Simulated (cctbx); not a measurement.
## Interatomic vectors of Li2ScBr4

Space group C2/m (no. 12), a = 16.6320 Å, b = 5.1020 Å, c = 11.0540 Å, α = 90.00°, β = 114.21°, γ = 90.00°, content Br16 Sc4 Li8.

The data are simulated with cctbx, not measured: Mo Kα, λ = 0.71073 Å, to d = 0.84 Å, 70 % of the full sphere, strongest reflection 40000 counts, noise from counting, a 1.5 % proportional error and a noise floor of 4 counts (s.d.); no absorption.

Patterson synthesis, origin scaled to 1000:

```text
Patterson group C 1 2/m 1
      u       v       w   height  length (A)
  0.000   0.000   0.000   1000.0     0.00
  0.236   0.000   0.321    477.6     4.07
  0.173   0.500  -0.006    460.3     3.86
  0.094   0.000   0.681    453.3     4.41
  0.051   0.500   0.345    433.4     4.37
  0.148   0.000   0.635    234.3     5.52
  0.046   0.000   0.254    132.8     2.59
  0.189   0.000   0.082    127.3     2.88
  0.074   0.500   0.594    126.9     5.72
  0.011   0.500   0.106    125.4     2.78
  0.139   0.000   0.915    115.2     2.83
  0.162   0.500   0.742    108.3     5.31
  0.245   0.000   0.591    107.8     7.22
  0.102   0.000   0.380    104.1     3.83
```

Q: Assign the vectors.

A peak at u stands for all pairs with xi − xj = u, with weight Σ ZiZj against Σ Z² = 21436 at the origin. Peak heights follow these weights only roughly, since form factors, motion and series ripples differ, all vectors within 0.55 Å of a peak are counted as merged into it though the farther ones add only part of their weight, and F(000) is left out, which lowers the whole map:

| u | v | w | shortest length (Å) | height | 1000 ΣZiZj/ΣZ² | pairs in the cell |
| --- | --- | --- | --- | --- | --- | --- |
| 0.236 | 0.000 | 0.321 | 4.07 | 478 | 583 | 10 × Br–Br, 4 × Sc–Li |
| 0.173 | 0.500 | -0.006 | 3.87 | 460 | 571 | 10 × Br–Br |
| 0.094 | 0.000 | 0.681 | 4.40 | 453 | 571 | 10 × Br–Br |
| 0.051 | 0.500 | 0.345 | 4.37 | 433 | 687 | 12 × Br–Br, 4 × Li–Li |
| 0.148 | 0.000 | 0.635 | 5.52 | 234 | 229 | 4 × Br–Br |
| 0.046 | 0.000 | 0.254 | 2.59 | 133 | 176 | 4 × Br–Sc, 8 × Br–Li |
| 0.189 | 0.000 | 0.082 | 2.89 | 127 | 157 | 4 × Br–Sc, 4 × Br–Li |
| 0.074 | 0.500 | 0.594 | 5.72 | 127 | 176 | 4 × Br–Sc, 8 × Br–Li |
| 0.011 | 0.500 | 0.106 | 2.78 | 125 | 176 | 4 × Br–Sc, 8 × Br–Li |
| 0.139 | 0.000 | 0.915 | 2.83 | 115 | 157 | 4 × Br–Sc, 4 × Br–Li |

The table stops at ten peaks or at a height of 45, below which ripples compete. In the model behind the data Br, the heaviest element, has 4 independent sites: (0.7052, 1/2, 0.3621), (0.9484, 1/2, 0.6627), (0.6472, 0, 0.0029) and (0.8823, 0, 0.3380), up to an allowed shift of origin; the Br–Br vectors are differences of these positions and their symmetry mates. The whole model:

```csv
atom,mult.,x,y,z,Ueq (Å²)
Br1,4,0.7052,1/2,0.3621,0.0042
Br2,4,0.9484,1/2,0.6627,0.0043
Br3,4,0.6472,0,0.0029,0.0056
Br4,4,0.8823,0,0.3380,0.0041
Sc1,4,0.6930,0,0.2578,0.0062
Li1,4,0.9371,0,0.5929,0.0080
Li2,4,0.8915,1/2,0.2269,0.0089
```

The model is made up (kin elements in a known structure type, no relaxation), so it says nothing on whether the phase exists.

[Logs are printed without paths, hosts, clocks, repeated set-up lines and the standing remarks that a program may print on its own settings, such as how far it seeks lower states.]
